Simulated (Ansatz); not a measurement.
# Sc3SnC (Pm-3m): Grüneisen parameters, part 2 of 2

Aim: how the phonons of Sc3SnC (Pm-3m) shift with volume, and the thermal expansion that follows.

Ansatz 0.2.0; DFT PBEsol, scalar-relativistic, plane waves, PAW; PAW set soft_1.

So far, highest frequency on the path or at a solved wavevector (cm⁻¹): step 2 (response at finite wavevector) 563.

### 4. Phonons at the other volume, volume ratio 0.97

The phonons are repeated at this volume on the same k and q meshes.

The input, input.yaml:

```yaml
crystal:
  lattice:
    - [4.435812186, 0.0, 0.0]
    - [0.0, 4.435812186, 0.0]
    - [0.0, 0.0, 4.435812186]
  atoms:
    - { symbol: Sc, position: [0.0, 0.5, 0.5] }
    - { symbol: Sc, position: [0.5, 0.5, 0.0] }
    - { symbol: Sc, position: [0.5, 0.0, 0.5] }
    - { symbol: Sn, position: [0.0, 0.0, 0.0] }
    - { symbol: C, position: [0.5, 0.5, 0.5] }
kpoints:
  mp_grid: { grid: [8, 8, 8] }
hamiltonian:
  xc: pbesol
  pseudopotentials: { kind: paw, azcp: { folder: soft_1 }, xc_functional: pbe }
scf:
  occupations: { method: methfessel_paxton, width: 0.2 }
output:
  eigenvalues: true
phonons:
  method: dfpt
  qmesh: [4, 4, 4]
  temperatures: { t_max: 1000, t_step: 50 }
  qpath:
    path:
      - [[0.0, 0.0, 0.0], [0.0, 0.5, 0.0], [0.5, 0.5, 0.0], [0.0, 0.0, 0.0], [0.5, 0.5, 0.5], [0.0, 0.5, 0.0]]
      - [[0.5, 0.5, 0.5], [0.5, 0.5, 0.0]]
    npoints: 10
```

Launch:

```console
> ansatz run input.yaml --threads 4 --pin off --max-ram 10240MiB --backend cpu --events-out ev --progress --plain --runs-dir out
```

Numbers of over 12 decimals in the logs are rounded to 6 here.

The program printed:

```text
[...]
Crystal: 5 atoms, lattice volume = 87.281 Å³
Basis set: ecut = 420 eV, 1743 PW (Γ), exchange–correlation on 60×60×60 points (8 copies of the dense FFT grid, shifted against one another)
Bands: 31, of which v1, the nominal top of the filled ones, is band 26 counted from 1 (25 counted from 0)
Symmetry: 48 space group operations
k-points: 35 of 512
[...]
SCF iter   1: F=—  HF=-12537.784730 eV  |F-HF|=—  |Δ(HF+E_count)|=         —  Δρ=7.01e-2  dr2=1.10e1  ethr=3.10e-3  ⟨swp⟩=4.8  Hψ=4375  notcnv=0
[...]
SCF iter  11: F=-12534.921029 eV  HF=-12534.921029 eV  |F-HF|=0.00e0  |Δ(HF+E_count)|=  5.46e-12  S|Δr|=    0.00e0  Δρ=4.29e-8  dr2=1.33e-12  ethr=1.00e-12  ⟨swp⟩=6.7  Hψ=4635  notcnv=0
SCF 1 converged in 11 iterations: F = -12534.921029 eV  dr2 = 1.33e-12
[...]
NSCF: frozen V_eff on 35 k-points
[...]
SCF converged after 11 iterations
[...]
Free energy (F): -12534.921029 eV
[...]
Internal energy: -12534.916675 eV  (E = F + TS)
E sigma→0 (E₀):  -12534.919941 eV
Entropy (-TS):   -0.004355 eV (-0.871 meV/atom)
Fermi energy:    12.453189 eV
[...]
--- Band table (eV; the first three rows and the last of 35) ---
  k-point 0: bands = [... 22 lower, 11.2813, 11.2813, 11.8638, 11.8638, 11.8638, 13.5147, 13.5147, 13.5147, ... 1 higher]
  k-point 1: bands = [... 22 lower, 11.4070, 11.4340, 11.6255, 11.6255, 11.9132, 13.0652, 13.7700, 13.7700, ... 1 higher]
  k-point 2: bands = [... 22 lower, 10.8005, 11.2104, 11.2104, 11.7572, 12.0466, 13.0509, 14.1978, 14.1978, ... 1 higher]
  k-point 34: bands = [... 22 lower, 10.0767, 10.0767, 10.0767, 13.2997, 13.2997, 13.2997, 13.7672, 13.7672, ... 1 higher]
[...]
ASR residual: 6.123e-5 → 0.000e0 eV/Å²; symmetrization residual: 1.793e-6 eV/Å²
  ASR residual per site (eV/Å²): 2.25e-5 2.25e-5 2.25e-5 6.12e-5 2.19e-5
[...]
--- Phonons (arbitrary-q DFPT): 10 irreducible q on the 4×4×4 mesh ---
[...]
interpolated dispersion: 62 rows × 15 modes
[...]
```

It took 16 min on 4 threads of Arm Neoverse V2, shared host; peak memory 3.5 GiB; 62 min of CPU time.

This step gave:

```
sum-rule residual before enforcement                       : 6.12e-5 eV/Å²
highest frequency on the path or at a solved wavevector    : 583.9 cm⁻¹
mean frequency                                             : 267.7 cm⁻¹
Debye temperature (second moment)                          : 575 K
logarithmic mean frequency                                 : 228.2 cm⁻¹
highest optical mode at the zone centre (no LO-TO term)    : 542.3 cm⁻¹
lowest optical zone-centre mode                            : 153.7 cm⁻¹
lowest mode on the q mesh (acoustic modes at Γ apart)      : 72.69 cm⁻¹
zero-point energy per atom                                 : 49.78 meV
heat capacity at 300 K                                     : 21.26 J/(mol atoms K)
vibrational entropy at 300 K                               : 24.74 J/(mol atoms K)
edges of the widest gap between branches, on path and mesh : 396.4, 532.7 cm⁻¹
```

Frequencies (cm⁻¹) solved at each irreducible wavevector; negative means imaginary. Frequencies by wavevector, by row:

```tsv
q in reciprocal lattice units	star	mode 1	mode 2	mode 3	mode 4	mode 13	mode 14	mode 15
0 0 0	1	0	0	0	153.7	542.3	542.3	542.3
0 0 0.25	6	72.7	72.7	104	156.4	538.1	538.1	550.7
0 0 -0.5	3	109.9	109.9	128.9	156	532.7	532.7	583.9
0 0.25 0.25	12	90.8	94.7	120.3	164	539.6	545.8	551.9
0 0.25 -0.5	12	108.4	115.6	119.7	146.6	539.5	547.8	573.6
0 -0.5 -0.5	3	111.5	114.2	114.2	122.7	539	562.9	562.9
0.25 0.25 0.25	8	103.1	103.1	126.3	157.7	545.9	545.9	548.9
0.25 0.25 -0.5	12	112.7	114.6	118.9	152.9	545.5	545.8	563.8
0.25 -0.5 -0.5	6	115.4	115.4	118.4	126.1	539.8	554.2	554.2
-0.5 -0.5 -0.5	1	116.1	116.1	116.1	138.7	554.8	554.8	554.8
```

The highest optical mode at the zone centre (no LO-TO term) is 542.3 cm⁻¹, +26.8 cm⁻¹ against the base run.

### 5. Relaxing at another volume, volume ratio 1.03

The volume is scaled by 1.03 and held; symmetry leaves nothing to relax, so this is a single point. The modes can then be followed against volume.

input.yaml, the sections that differ from step 4:

```yaml
crystal:
  lattice:
    - [4.5254487035, 0.0, 0.0]
    - [0.0, 4.5254487035, 0.0]
    - [0.0, 0.0, 4.5254487035]
  atoms:
    - { symbol: Sc, position: [0.0, 0.5, 0.5] }
    - { symbol: Sc, position: [0.5, 0.5, 0.0] }
    - { symbol: Sc, position: [0.5, 0.0, 0.5] }
    - { symbol: Sn, position: [0.0, 0.0, 0.0] }
    - { symbol: C, position: [0.5, 0.5, 0.5] }
output:
  forces: true
  stress: true
  eigenvalues: true
# kpoints, hamiltonian, scf: as in step 4
# phonons: removed
```

The program printed:

```text
[...]
Crystal: 5 atoms, lattice volume = 92.680 Å³
Basis set: ecut = 420 eV, 1839 PW (Γ), exchange–correlation on 64×64×64 points (8 copies of the dense FFT grid, shifted against one another)
Bands: 31, of which v1, the nominal top of the filled ones, is band 26 counted from 1 (25 counted from 0)
Symmetry: 48 space group operations
[...]
k-points: 35 of 512
[...]
k-point 0: bands = [... 22 lower, 10.5221, 10.5221, 11.1000, 11.1000, 11.1000, 12.5803, 12.5803, 12.5803, ... 1 higher]
  k-point 1: bands = [... 22 lower, 10.6312, 10.6404, 10.8570, 10.8570, 11.1470, 12.1346, 12.8383, 12.8383, ... 1 higher]
  k-point 2: bands = [... 22 lower, 9.9986, 10.4429, 10.4429, 10.9703, 11.2740, 12.1400, 13.2542, 13.2542, ... 1 higher]
  k-point 34: bands = [... 22 lower, 9.2823, 9.2823, 9.2823, 12.4056, 12.4056, 12.4056, 12.8602, 12.8602, ... 1 higher]
[key lines of the parts left out:]
SCF converged after 9 iterations
Free energy (F): -12534.923813 eV
Fermi energy:    11.640186 eV
P = ⅓ Tr σ = -3.0349 GPa (-30.349 kbar)
```

Elapsed: 1.5 s, on 4 threads; peak memory 0.44 GiB; 5.3 s of CPU time.

Numbers from this step:

| Item | Value |
| --- | --- |
| pressure | -3.035 GPa |
| volume per atom | 18.54 Å³ |

The run ends at a pressure of -3.03 GPa.

### 6. Phonons at the other volume, volume ratio 1.03

The phonons are repeated at this volume on the same k and q meshes.

input.yaml, as its differences from that of step 5:

```diff
@@ -19,4 +19,11 @@
 output:
-  forces: true
-  stress: true
   eigenvalues: true
+phonons:
+  method: dfpt
+  qmesh: [4, 4, 4]
+  temperatures: { t_max: 1000, t_step: 50 }
+  qpath:
+    path:
+      - [[0.0, 0.0, 0.0], [0.0, 0.5, 0.0], [0.5, 0.5, 0.0], [0.0, 0.0, 0.0], [0.5, 0.5, 0.5], [0.0, 0.5, 0.0]]
+      - [[0.5, 0.5, 0.5], [0.5, 0.5, 0.0]]
+    npoints: 10
```

The program printed:

```text
[...]
Crystal: 5 atoms, lattice volume = 92.680 Å³
Basis set: ecut = 420 eV, 1839 PW (Γ), exchange–correlation on 64×64×64 points (8 copies of the dense FFT grid, shifted against one another)
Bands: 31, of which v1, the nominal top of the filled ones, is band 26 counted from 1 (25 counted from 0)
Symmetry: 48 space group operations
k-points: 35 of 512
[...]
k-point 34: bands = [... 22 lower, 9.2823, 9.2823, 9.2823, 12.4056, 12.4056, 12.4056, 12.8603, 12.8603, ... 1 higher]
[...]
ASR residual: 7.734e-5 → 0.000e0 eV/Å²; symmetrization residual: 1.192e-6 eV/Å²
  ASR residual per site (eV/Å²): 6.56e-6 6.56e-6 6.56e-6 4.37e-5 7.73e-5
[...]
--- Phonons (arbitrary-q DFPT): 10 irreducible q on the 4×4×4 mesh ---
[...]
interpolated dispersion: 62 rows × 15 modes
[...]
[key lines of the parts left out:]
SCF converged after 11 iterations
Free energy (F): -12534.923813 eV
Fermi energy:    11.640193 eV
```

Wall time 18 min (4 threads); peak memory 3.7 GiB.

This step gave:

```
sum-rule residual before enforcement                       : 7.73e-5 eV/Å²
highest frequency on the path or at a solved wavevector    : 541.9 cm⁻¹
mean frequency                                             : 246.3 cm⁻¹
Debye temperature (second moment)                          : 527 K
logarithmic mean frequency                                 : 210.7 cm⁻¹
highest optical mode at the zone centre (no LO-TO term)    : 489.8 cm⁻¹
lowest optical zone-centre mode                            : 137.5 cm⁻¹
lowest mode on the q mesh (acoustic modes at Γ apart)      : 68.44 cm⁻¹
zero-point energy per atom                                 : 45.81 meV
heat capacity at 300 K                                     : 21.74 J/(mol atoms K)
vibrational entropy at 300 K                               : 26.44 J/(mol atoms K)
edges of the widest gap between branches, on path and mesh : 362.5, 480.6 cm⁻¹
```

The highest optical mode at the zone centre (no LO-TO term) is 489.8 cm⁻¹, -25.7 cm⁻¹ against the base run.

### 7. Grüneisen parameters

The Grüneisen parameter of a mode is minus the logarithmic change of its frequency with volume, −d ln ω / d ln V; weighted by heat capacity it gives the expansion.

Numbers from this step:

```yaml
bulk_modulus: 109.4 GPa
```

Phonon branches along the path, in cm⁻¹:

```tsv
point	branch 1	branch 2	branch 3	branch 4	branch 12	branch 13	branch 14	branch 15
Γ	0	0	0	146	275	516	516	516
halfway	70	70	100	149	291	511	511	527
X	106	106	123	150	314	506	506	563
halfway	105	111	115	141	329	512	524	552
M	107	111	111	117	348	512	541	541
halfway	88	91	115	156	304	513	522	528
Γ	0	0	0	146	275	516	516	516
halfway	100	100	120	151	315	522	522	525
R	113	113	113	134	379	533	533	533
halfway	109	110	115	146	338	521	521	542
X	106	106	123	150	314	506	506	563
jump to R	113	113	113	134	379	533	533	533
halfway	112	112	114	122	357	515	532	532
M	107	111	111	117	348	512	541	541
```

The same for volume x 0.97:

```tsv
point	branch 1	branch 2	branch 3	branch 4	branch 12	branch 13	branch 14	branch 15
Γ	0	0	0	154	283	542	542	542
X	110	110	129	156	330	533	533	584
M	112	114	114	123	365	539	563	563
Γ	0	0	0	154	283	542	542	542
R	116	116	116	139	396	555	555	555
X	110	110	129	156	330	533	533	584
R	116	116	116	139	396	555	555	555
M	112	114	114	123	365	539	563	563
```

The same for volume x 1.03:

```tsv
point	branch 1	branch 2	branch 3	branch 4	branch 12	branch 13	branch 14	branch 15
Γ	0	0	0	138	267	490	490	490
X	101	101	118	144	298	481	481	542
M	103	107	107	111	333	485	520	520
Γ	0	0	0	138	267	490	490	490
R	110	110	110	130	362	511	511	511
X	101	101	118	144	298	481	481	542
R	110	110	110	130	362	511	511	511
M	103	107	107	111	333	485	520	520
```

Mode Grueneisen parameter -dln(w)/dln(V), modes matched by rank; at Γ the acoustic branches take the value of a neighbouring point of the path. The mode Grüneisen parameters at the labelled points ():

```tsv
point	branch 1	branch 2	branch 3	branch 4	branch 12	branch 13	branch 14	branch 15
Γ	0.88	0.88	1.63	1.84	0.98	1.70	1.70	1.70
halfway	1.02	1.02	1.46	1.73	1.34	1.70	1.70	1.46
X	1.34	1.34	1.54	1.28	1.74	1.71	1.71	1.24
halfway	1.01	1.49	1.30	1.29	1.53	1.73	1.50	1.28
M	1.27	1.07	1.07	1.68	1.55	1.76	1.31	1.31
halfway	1.06	1.20	1.48	1.59	1.28	1.71	1.51	1.45
Γ	0.86	1.46	1.41	1.84	0.98	1.70	1.70	1.70
halfway	1.09	1.09	1.61	1.52	1.23	1.52	1.52	1.48
R	0.93	0.93	0.93	1.04	1.49	1.36	1.36	1.36
halfway	1.08	1.22	1.21	1.44	1.45	1.54	1.54	1.31
X	1.34	1.34	1.54	1.28	1.74	1.71	1.71	1.24
jump to R	0.93	0.93	0.93	1.04	1.49	1.36	1.36	1.36
halfway	1.01	1.01	1.24	1.13	1.50	1.58	1.34	1.34
M	1.27	1.07	1.07	1.68	1.55	1.76	1.31	1.31
```

(dS/dlnV)/C_V. Table of thermodynamic Grueneisen parameter by temperature:

```tsv
temperature (K)	thermodynamic Grueneisen parameter
50	1.27
100	1.28
150	1.30
200	1.31
250	1.32
300	1.32
350	1.32
400	1.33
450	1.33
500	1.33
550	1.33
600	1.33
650	1.33
700	1.33
750	1.33
800	1.33
850	1.33
900	1.33
950	1.33
1000	1.33
```

Gamma C_V/(B V) at the static volume. Volume expansion against temperature:

```tsv
temperature (K)	volume expansion (1e-6/K)
50	4.47
100	12.4
150	17.4
200	20.6
250	22.6
300	24.0
350	24.9
400	25.6
450	26.0
500	26.4
550	26.7
600	26.9
650	27.1
700	27.2
750	27.3
800	27.4
850	27.5
900	27.5
950	27.6
1000	27.6
```

### 8. Summary of results

- bulk modulus: 109 GPa
- thermodynamic Grüneisen parameter at 300 K: 1.321
- volume expansion at 300 K, estimated: 23.96 × 10⁻⁶ K⁻¹

**Reading.** By this estimate the volume grows by 24.0 × 10⁻⁶ per kelvin at 300 K. The highest optical mode at Γ goes from 542 to 490 cm⁻¹ as the cell grows, a Grüneisen parameter of 1.70. Mode parameters on the path run from 0.58 to 2.0, with a median of 1.3. Branches are matched by rank, so values near crossings are rough. The expansion is the Grüneisen estimate at the static volume, with the static bulk modulus. With no gap, or one that is small against the smearing, the frequencies hang on the k mesh and the smearing, most of all near Kohn anomalies. The phonon runs are without spin polarisation, although the cell has an odd electron count. Spin-orbit coupling is left out, which can matter for the heavy elements here. The PAW files were made for PBE and serve the other functionals too.

[Logs are printed without paths, hosts, clocks, repeated set-up lines and the standing remarks that a program may print on its own settings, such as how far it seeks lower states.]

[Hosts, paths, dates, database ids (printed as entryN), source tags and the programs' standing remarks are cut or masked in the printed files.]
